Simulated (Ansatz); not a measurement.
# K on Mo(100): change of the work function

How does K on the hollow site change the work function of Mo(100) as the layer fills?

Main program and level: Ansatz 0.2.0; plane-wave DFT, PBE, Ansatz PAW.

This is a report of a sequence of runs, with the program logs left out and the cost of each run kept.

## 1. The starting structure

The cell holds 4 atoms: 4 Mo. Its edges and angles: a = 3.150 Å, b = 3.150 Å, c = 22.725 Å, α = 90.0°, β = 90.0°, γ = 90.0°. Vacuum lies along c.

## 2. The clean slab

The bare slab comes first, as the zero from which every change is counted. The two lowest layers are held at bulk places and the upper ones relax. The dipole correction removes the false field that a one-sided slab makes across the periodic vacuum, so each face gets a flat vacuum level of its own.

input.yaml reads:

```yaml
crystal:
  lattice:
    - [3.15, 0.0, 0.0]
    - [0.0, 3.15, 0.0]
    - [0.0, 0.0, 22.725]
  atoms:
    - { symbol: Mo, position: [0.5, 0.5, 0.396039604] }
    - { symbol: Mo, position: [0.0, 0.0, 0.4653465347] }
    - { symbol: Mo, position: [0.5, 0.5, 0.5346534653] }
    - { symbol: Mo, position: [0.0, 0.0, 0.603960396] }
kpoints:
  mp_grid: { grid: [12, 12, 1] }
hamiltonian:
  xc: pbe
scf:
  occupations: { method: fermi_dirac, width: 0.1 }
  convergence: { dr2_threshold: 1.0e-08 }
efield:
  axis: 3
  dipole_correction: true
  ramp_position: 0.97
  ramp_width: 0.06
relax:
  f_tol: 0.02
  max_steps: 60
  constraints: [{ sites: [0, 1] }]
output:
  write_potential: true
  write_density: true
  volumetric_format: npy
```

Started as:

```bash
$ ansatz run input.yaml --threads 4 --pin off --max-ram 16384MiB --backend cpu --events-out ev --progress --plain --runs-dir out
```

The job ended after 20 s (4 threads of Arm Neoverse V1, shared host; peak memory 0.56 GiB; 74 s of CPU time).

The steps of the relaxation:

| step | energy less that of the first step (eV) | largest force component (eV/Å) |
| --- | --- | --- |
| 1 | 0.0000 | 1.5631 |
| 2 | -0.0998 | 1.2124 |
| 3 | -0.1634 | 0.0307 |
| 4 | -0.1635 | 0.0155 |

Forces are held to the 8 operations that the program found; a distortion that breaks them can't arise in this run.

The atoms that moved most (Å):

| atom | dx | dy | dz | length |
| --- | --- | --- | --- | --- |
| Mo4 | 0.000 | 0.000 | -0.126 | 0.126 |
| Mo3 | 0.000 | 0.000 | 0.067 | 0.067 |

Final coordinates:

```xyz
4
Lattice="3.1500 0.0000 0.0000 0.0000 3.1500 0.0000 0.0000 0.0000 22.7250" Properties=species:S:1:pos:R:3
Mo    1.5750    1.5750    9.0000
Mo    0.0000    0.0000   10.5750
Mo    1.5750    1.5750   12.2170
Mo    0.0000    0.0000   13.5988
```

Numbers from this step:

```yaml
energy_at_zero_smearing: -19819.9138 eV
work_function_upper_face: 3.830 eV
work_function_lower_face: 3.861 eV
dipole_along_the_normal: 0.001665 e·Å
step_between_the_vacuum_levels: -0.03036 eV
```

Running mean over 1.575 Å of the planar mean; the ramp of the sawtooth is left out. The electron's electrostatic potential energy less the Fermi level by z:

z (Å), electron's electrostatic potential energy less the Fermi level (eV) and a bar from the least value:
```
      3.0        3.9 ##############################
      3.5        3.9 ##############################
      4.0        3.9 ##############################
      4.5        3.9 ##############################
      5.0        3.9 ##############################
      5.5        3.8 ##############################
      6.0        3.8 ##############################
      6.5        3.6 ##############################
      7.0        3.1 #############################
      7.5        1.6 ##########################
      8.0       -2.5 ####################
      8.5       -8.1 ##########
      9.0      -11.4 #####
      9.5      -12.1 ####
     10.0      -12.3 ####
     10.5      -12.3 ###
     11.0      -12.1 ####
     11.5      -12.0 ####
     12.0      -12.7 ###
     12.5      -14.0 #
     13.0      -14.4 
     13.5      -12.9 ###
     14.0       -9.2 #########
     14.5       -3.6 ##################
     15.0        1.1 #########################
     15.5        3.0 #############################
     16.0        3.5 #############################
     16.5        3.7 ##############################
     17.0        3.8 ##############################
     17.5        3.8 ##############################
     18.0        3.8 ##############################
     18.5        3.8 ##############################
     19.0        3.8 ##############################
     19.5        3.8 ##############################
```

The relaxation took 4 steps and lowered the energy by 0.16 eV; the largest force on the free atoms ends at 0.015 eV/Å.

The work function of the upper face is 3.83 eV.

## 3. The covered slab, k-mesh 4×4×1, coverage 0.111 ML

System of this step: KMo36 (K/Mo(100)). The cell holds 37 atoms: 36 Mo and 1 K. Cell: a = 9.450 Å, b = 9.450 Å, c = 25.525 Å, α = 90.0°, β = 90.0°, γ = 90.0°. Vacuum lies along c.

The clean slab as it ended is repeated in the plane and the adsorbate is set on one face; the cell's size fixes the coverage, and the k-mesh shrinks with it to keep the sampling density about even. Adsorbate and upper layers relax, since the dipole depends on the height.

input.yaml reads:

```yaml
crystal:
  lattice:
    - [9.45, 0.0, 0.0]
    - [0.0, 9.45, 0.0]
    - [0.0, 0.0, 25.5245523269]
  atoms:
    - { symbol: Mo, position: [0.1666666667, 0.1666666667, 0.3526016788] }
    - { symbol: Mo, position: [0.0, 0.0, 0.4143069725] }
    - { symbol: Mo, position: [0.1666666667, 0.1666666667, 0.4786360865] }
    - { symbol: Mo, position: [0.0, 0.0, 0.5327747222] }
    - { symbol: Mo, position: [0.1666666667, 0.5, 0.3526016788] }
    - { symbol: Mo, position: [0.0, 0.3333333333, 0.4143069725] }
    - { symbol: Mo, position: [0.1666666667, 0.5, 0.4786360865] }
    - { symbol: Mo, position: [0.0, 0.3333333333, 0.5327747222] }
[... 25 atom lines left out ...]
    - { symbol: Mo, position: [0.6666666667, 0.6666666667, 0.4143069725] }
    - { symbol: Mo, position: [0.8333333333, 0.8333333333, 0.4786360865] }
    - { symbol: Mo, position: [0.6666666667, 0.6666666667, 0.5327747222] }
    - { symbol: K, position: [0.1666666667, 0.1666666667, 0.6473983212] }
kpoints:
  mp_grid: { grid: [4, 4, 1] }
hamiltonian:
  xc: pbe
scf:
  occupations: { method: fermi_dirac, width: 0.1 }
  convergence: { dr2_threshold: 1.0e-08 }
efield:
  axis: 3
  dipole_correction: true
  ramp_position: 0.97
  ramp_width: 0.06
relax:
  f_tol: 0.02
  max_steps: 60
  constraints:
    - { sites: [0, 1, 4, 5, 8, 9, 12, 13, 16, 17, 20, 21, 24, 25, 28, 29, 32, 33] }
output:
  write_potential: true
  write_density: true
  volumetric_format: npy
```

Elapsed: 39 min, on 4 threads; peak memory 11 GiB; 2.6 h of CPU time.

Relaxation path:

| step | energy less that of the first step (eV) | largest force component (eV/Å) |
| --- | --- | --- |
| 1 | 0.0000 | 0.0559 |
| 2 | 0.0017 | 0.0869 |
| 3 | -0.0026 | 0.0211 |
| 4 | -0.0029 | 0.0169 |
| 5 | -0.0040 | 0.0346 |
| 6 | -0.0050 | 0.0460 |
| 7 | -0.0135 | 0.1227 |
| 8 | -0.0293 | 0.1506 |
| 9 | -0.0471 | 0.1373 |
| 10 | 0.2068 | 1.0604 |
| 11 | -0.0504 | 0.4323 |
| 12 | -0.0392 | 0.3949 |
| 13 | -0.0702 | 0.1432 |
| 14 | -0.0706 | 0.1118 |
| 15 | -0.0723 | 0.0126 |

Relaxation steps 2, 10, 12 were tried and not accepted.

The run keeps the 8 symmetry operations that the program found, so distortions that break them were not tested.

The atoms that moved most (Å):

| atom | dx | dy | dz | length |
| --- | --- | --- | --- | --- |
| Mo32 | 0.000 | -0.209 | 0.052 | 0.215 |
| Mo24 | -0.209 | 0.000 | 0.052 | 0.215 |
| Mo12 | 0.209 | 0.000 | 0.052 | 0.215 |
| Mo28 | 0.000 | 0.209 | 0.052 | 0.215 |
| Mo4 | -0.129 | -0.129 | 0.005 | 0.182 |
| Mo16 | 0.129 | -0.129 | 0.005 | 0.182 |
| Mo8 | -0.129 | 0.129 | 0.005 | 0.182 |
| Mo20 | 0.129 | 0.129 | 0.005 | 0.182 |

The relaxed structure:

```
Mo K
1.0
     9.45000    0.00000    0.00000
     0.00000    9.45000    0.00000
     0.00000    0.00000   25.52455
Mo K
36 1
Direct
  0.16667 0.16667 0.35260
  0.00000 0.00000 0.41431
  0.16667 0.16667 0.48023
  0.98639 0.98639 0.53297
  0.16667 0.50000 0.35260
  0.00000 0.33333 0.41431
  0.16667 0.49781 0.47721
  0.98639 0.34694 0.53297
  0.16667 0.83333 0.35260
  0.00000 0.66667 0.41431
  0.16667 0.83553 0.47721
  0.02210 0.66667 0.53480
  0.50000 0.16667 0.35260
  0.33333 0.00000 0.41431
  0.49781 0.16667 0.47721
  0.34694 0.98639 0.53297
  0.50000 0.50000 0.35260
  0.33333 0.33333 0.41431
  0.50191 0.50191 0.47828
  0.34694 0.34694 0.53297
  0.50000 0.83333 0.35260
  0.33333 0.66667 0.41431
  0.50191 0.83143 0.47828
  0.31123 0.66667 0.53480
  0.83333 0.16667 0.35260
  0.66667 0.00000 0.41431
  0.83553 0.16667 0.47721
  0.66667 0.02210 0.53480
  0.83333 0.50000 0.35260
  0.66667 0.33333 0.41431
  0.83143 0.50191 0.47828
  0.66667 0.31123 0.53480
  0.83333 0.83333 0.35260
  0.66667 0.66667 0.41431
  0.83143 0.83143 0.47828
  0.66667 0.66667 0.53248
  0.16667 0.16667 0.64051
```

This step gave:

```
energy at zero smearing        : -179917.8836 eV
work function, upper face      : 2.685 eV
work function, lower face      : 3.879 eV
dipole along the normal        : 0.5891 e·Å
step between the vacuum levels : -1.194 eV
```

Running mean over 1.575 Å of the planar mean; the ramp of the sawtooth is left out. The electron's electrostatic potential energy less the Fermi level by z:

| z (Å) | electron's electrostatic potential energy less the Fermi level (eV) |
| --- | --- |
| 3.0 | 3.88 |
| 3.5 | 3.88 |
| 4.0 | 3.88 |
| 4.5 | 3.88 |
| 5.0 | 3.87 |
| 5.5 | 3.85 |
| 6.0 | 3.79 |
| 6.5 | 3.63 |
| 7.0 | 3.15 |
| 7.5 | 1.65 |
| 8.0 | -2.54 |
| 8.5 | -8.13 |
| 9.0 | -11.4 |
| 9.5 | -12.2 |
| 10.0 | -12.3 |
| 10.5 | -12.4 |
| 11.0 | -12.3 |
| 11.5 | -12.2 |
| 12.0 | -12.7 |
| 12.5 | -13.8 |
| 13.0 | -14.1 |
| 13.5 | -12.8 |
| 14.0 | -9.44 |
| 14.5 | -3.95 |
| 15.0 | 0.693 |
| 15.5 | 2.20 |
| 16.0 | 2.20 |
| 16.5 | 2.08 |
| 17.0 | 2.21 |
| 17.5 | 2.47 |
| 18.0 | 2.63 |
| 18.5 | 2.67 |
| 19.0 | 2.68 |
| 19.5 | 2.68 |
| 20.0 | 2.68 |
| 20.5 | 2.68 |
| 21.0 | 2.68 |
| 21.5 | 2.68 |
| 22.0 | 2.68 |
| 22.5 | 2.68 |

The relaxation took 15 steps and lowered the energy by 0.072 eV; the largest force on the free atoms ends at 0.013 eV/Å.

The covered face has 2.68 eV, -1.15 eV against the clean one; the bare back face has moved by +0.02 eV, a measure of how thin the slab is.

## 4. The covered slab, k-mesh 6×6×1, coverage 0.25 ML

System of this step: KMo16 (K/Mo(100)). The cell holds 17 atoms: 16 Mo and 1 K. Cell: a = 6.300 Å, b = 6.300 Å, c = 25.525 Å, α = 90.0°, β = 90.0°, γ = 90.0°. Vacuum lies along c.

Another coverage, to see how the dipoles act on each other as their distance changes.

input.yaml reads:

```yaml
crystal:
  lattice:
    - [6.3, 0.0, 0.0]
    - [0.0, 6.3, 0.0]
    - [0.0, 0.0, 25.5245523269]
  atoms:
    - { symbol: Mo, position: [0.25, 0.25, 0.3526016788] }
    - { symbol: Mo, position: [0.0, 0.0, 0.4143069725] }
    - { symbol: Mo, position: [0.25, 0.25, 0.4786360865] }
    - { symbol: Mo, position: [0.0, 0.0, 0.5327747222] }
    - { symbol: Mo, position: [0.25, 0.75, 0.3526016788] }
    - { symbol: Mo, position: [0.0, 0.5, 0.4143069725] }
    - { symbol: Mo, position: [0.25, 0.75, 0.4786360865] }
    - { symbol: Mo, position: [0.0, 0.5, 0.5327747222] }
    - { symbol: Mo, position: [0.75, 0.25, 0.3526016788] }
    - { symbol: Mo, position: [0.5, 0.0, 0.4143069725] }
    - { symbol: Mo, position: [0.75, 0.25, 0.4786360865] }
    - { symbol: Mo, position: [0.5, 0.0, 0.5327747222] }
    - { symbol: Mo, position: [0.75, 0.75, 0.3526016788] }
    - { symbol: Mo, position: [0.5, 0.5, 0.4143069725] }
    - { symbol: Mo, position: [0.75, 0.75, 0.4786360865] }
    - { symbol: Mo, position: [0.5, 0.5, 0.5327747222] }
    - { symbol: K, position: [0.25, 0.25, 0.6473983212] }
kpoints:
  mp_grid: { grid: [6, 6, 1] }
hamiltonian:
  xc: pbe
scf:
  occupations: { method: fermi_dirac, width: 0.1 }
  convergence: { dr2_threshold: 1.0e-08 }
efield:
  axis: 3
  dipole_correction: true
  ramp_position: 0.97
  ramp_width: 0.06
relax:
  f_tol: 0.02
  max_steps: 60
  constraints: [{ sites: [0, 1, 4, 5, 8, 9, 12, 13] }]
output:
  dos: { projected: true, e_range: [-8, 4] }
  write_potential: true
  write_density: true
  volumetric_format: npy
  elf: true
```

Wall time 4.8 min (4 threads); peak memory 3.5 GiB; 19 min of CPU time.

Step by step:

| step | energy less that of the first step (eV) | largest force component (eV/Å) |
| --- | --- | --- |
| 1 | 0.0000 | 0.1164 |
| 2 | -0.0200 | 0.0802 |
| 3 | -0.0145 | 0.2860 |
| 4 | -0.0276 | 0.0609 |
| 5 | -0.0307 | 0.0312 |
| 6 | -0.0308 | 0.0236 |
| 7 | -0.0308 | 0.0037 |

Relaxation step 3 was tried and not accepted.

Forces are held to the 8 operations that the program found; a distortion that breaks them can't arise in this run.

The atoms that moved most (Å):

| atom | dx | dy | dz | length |
| --- | --- | --- | --- | --- |
| K17 | 0.000 | 0.000 | -0.122 | 0.122 |
| Mo16 | 0.054 | 0.054 | 0.002 | 0.077 |
| Mo12 | 0.054 | -0.054 | 0.002 | 0.077 |
| Mo8 | -0.054 | 0.054 | 0.002 | 0.077 |
| Mo4 | -0.054 | -0.054 | 0.002 | 0.077 |
| Mo15 | 0.000 | 0.000 | -0.046 | 0.046 |
| Mo3 | 0.000 | 0.000 | 0.044 | 0.044 |
| Mo11 | 0.000 | 0.000 | -0.006 | 0.006 |

The relaxed structure:

```cif
data_structure
_symmetry_space_group_name_H-M 'P 1'
_symmetry_Int_Tables_number 1
_cell_length_a 6.3000
_cell_length_b 6.3000
_cell_length_c 25.5246
_cell_angle_alpha 90.000
_cell_angle_beta 90.000
_cell_angle_gamma 90.000
_cell_volume 1013.07
loop_
_atom_site_label
_atom_site_type_symbol
_atom_site_fract_x
_atom_site_fract_y
_atom_site_fract_z
_atom_site_occupancy
Mo1 Mo 0.25000 0.25000 0.35260 1
Mo2 Mo 0.00000 0.00000 0.41431 1
Mo3 Mo 0.25000 0.25000 0.48038 1
Mo4 Mo 0.99142 0.99142 0.53285 1
Mo5 Mo 0.25000 0.75000 0.35260 1
Mo6 Mo 0.00000 0.50000 0.41431 1
Mo7 Mo 0.25000 0.75000 0.47838 1
Mo8 Mo 0.99142 0.50858 0.53285 1
Mo9 Mo 0.75000 0.25000 0.35260 1
Mo10 Mo 0.50000 0.00000 0.41431 1
Mo11 Mo 0.75000 0.25000 0.47838 1
Mo12 Mo 0.50858 0.99142 0.53285 1
Mo13 Mo 0.75000 0.75000 0.35260 1
Mo14 Mo 0.50000 0.50000 0.41431 1
Mo15 Mo 0.75000 0.75000 0.47684 1
Mo16 Mo 0.50858 0.50858 0.53285 1
K17 K 0.25000 0.25000 0.64262 1
```

This step gave:

| Item | Value |
| --- | --- |
| energy at zero smearing | -80818.1329 eV |
| work function, upper face | 1.782 eV |
| work function, lower face | 3.870 eV |
| dipole along the normal | 0.4581 e·Å |
| step between the vacuum levels | -2.088 eV |

The density of states has structure finer than the step of the table below, so its rows give means over 0.25 eV. Peaks (eV: height): -3.070: 44.8, -2.980: 54.2, -2.380: 42.2, -0.390: 39.4, -0.210: 40.4, 1.110: 40.7, 1.440: 49.4.

The density of states by energy, zero at the Fermi level; means over each step:

| energy (eV) | density of states (states/eV a cell) |
| --- | --- |
| -6.25 | 0 |
| -6.00 | 0.875 |
| -5.75 | 1.31 |
| -5.50 | 1.54 |
| -5.25 | 1.71 |
| -5.00 | 1.93 |
| -4.75 | 5.02 |
| -4.50 | 8.33 |
| -4.25 | 13.5 |
| -4.00 | 19.5 |
| -3.75 | 16.1 |
| -3.50 | 14.0 |
| -3.25 | 26.8 |
| -3.00 | 29.8 |
| -2.75 | 20.3 |
| -2.50 | 25.8 |
| -2.25 | 21.1 |
| -2.00 | 17.3 |
| -1.75 | 21.7 |
| -1.50 | 15.2 |
| -1.25 | 19.4 |
| -1.00 | 14.1 |
| -0.75 | 21.0 |
| -0.50 | 31.2 |
| -0.25 | 29.8 |
| 0.00 | 20.8 |
| 0.25 | 13.4 |
| 0.50 | 17.0 |
| 0.75 | 15.3 |
| 1.00 | 24.5 |
| 1.25 | 24.9 |

Projected DOS per atom over height of the atomic layer and energy from the Fermi level. Layers: Mo4 Mo4 Mo4 Mo4 K from below.

Values in states/eV, 22 rows by 5 columns, each cell a mean:
```
2.36 1.55 1.37 1.66 0.57
1.37 1.16 1.16 1.27 0.88
1.30 0.72 0.49 0.95 0.56
1.39 0.62 0.46 1.31 0.36
3.13 1.06 0.75 2.38 0.20
1.93 0.72 0.66 2.09 0.55
1.24 0.78 0.80 1.28 0.14
1.23 0.96 0.90 1.24 0.12
1.27 1.12 1.05 1.05 0.02
1.28 1.67 1.81 1.50 0.03
1.19 2.15 2.02 1.10 0.03
1.00 1.50 1.45 1.17 0.04
0.55 1.29 1.54 0.94 0.05
0.34 1.18 1.38 0.51 0.01
0.11 0.41 0.57 0.26 0.00
0.05 0.15 0.17 0.07 0.00
0.05 0.13 0.13 0.06 0.00
0.02 0.06 0.06 0.03 0.00
0.00 0.00 0.00 0.00 0.00
0.00 0.00 0.00 0.00 0.00
0.00 0.00 0.00 0.00 0.00
0.00 0.00 0.00 0.00 0.00
```
Columns: height of the atomic layer (Å) from 9 to 16.4 (not evenly spaced); rows upwards: energy from the Fermi level (eV) from -7.96 to 1.65.

Electrostatic potential energy in the ca plane at fractional y = 0.250, with atoms of Mo and K within 0.2 Å of it. With pseudopotentials it is smooth inside the atoms' cores, unlike the true potential.

Ten even steps from '0' (-66 eV) to '9' (7 eV), each cell a mean:
```
99999999999999999999999999999999999999999999
99987668999987668999999999999999999999999999
99873125899973125899999999999999999999999999
99851002799850003799999999999999999999999999
99851002799850003799999999999999999999999999
99874125899973125899999999999999999999999999
99987668999987678999999999999999999999999999
99999999999999999999999999999999999999999999
99999999999999999999999999999999999999999999
99998889999998889999999998889999999999999999
99986346899986446899999986578999999999999999
99862003799962003799999853347899999999999999
99850002799850001799999852236899999999999999
99862003799962003799999863347899999999999999
99986447899986446899999986678999999999999999
99998889999998889999999998889999999999999999
99999999999999999999999999999999999999999999
```
Columns run along c (16.0 Å, from fractional 0.27 to 0.90 of the cell; values clipped at the 3rd and 97th percentile), rows up along a (6.3 Å). Atoms in or near the plane, at fractional coordinates: Mo at (0.35, 0.25), Mo at (0.48, 0.25), Mo at (0.35, 0.75), Mo at (0.48, 0.75), K at (0.64, 0.25).

ELF in the ca plane at fractional y = 0.250, with atoms of Mo and K within 0.2 Å of it. It is the smooth field of the valence electrons, not physical close to the nuclei.

Ten even steps from '0' (0.00) to '9' (0.86), each cell a mean:
```
12222223444443224443333210000000000000000000
11123433345433333344333332100000000000000000
00137775344237775234433333221110000000000000
00158567334147577224443333322110000000000000
00158577334147577224443333322110000000000000
00137775344237775234433333221110000000000000
11123333345433333344333321100000000000000000
12222233444443224443333210000000000000000000
12233334444444344544333100100000000000000000
11122223444432123444431025653100000000000000
01125664345334554345430279997300000100000000
00148776334237777224420599999510000100000000
00158467334147567214420698799610000100000000
00148776334237777224420599999510000100000000
01125654345334554345430279997300000100000000
11222223444432123444431025653100000000000000
12233334444444344543333100100000000000000000
```
Columns run along c (16.0 Å, from fractional 0.27 to 0.90 of the cell), rows up along a (6.3 Å). Atoms in or near the plane, at fractional coordinates: Mo at (0.35, 0.25), Mo at (0.48, 0.25), Mo at (0.35, 0.75), Mo at (0.48, 0.75), K at (0.64, 0.25).

(Continued in part 2 of 2.)

[Long decimals in the printed logs are rounded to 6 places.]

[Logs are printed without paths, hosts, clocks, repeated set-up lines and the standing remarks that a program may print on its own settings, such as how far it seeks lower states.]

[Hosts, paths, dates, database ids (printed as entryN), source tags and the programs' standing remarks are cut or masked in the printed files.]

[Maps of the electrostatic potential energy from Ansatz leave out the sawtooth potential of an applied field or a dipole correction, so their vacuum need not be flat; planar profiles and work functions include it.]

[The density of states shown here was stored with 400 of the rows of the run's finer table, so its peaks can read low, often by over a quarter, or be missed, and its means over a window can be off by a tenth or more.]
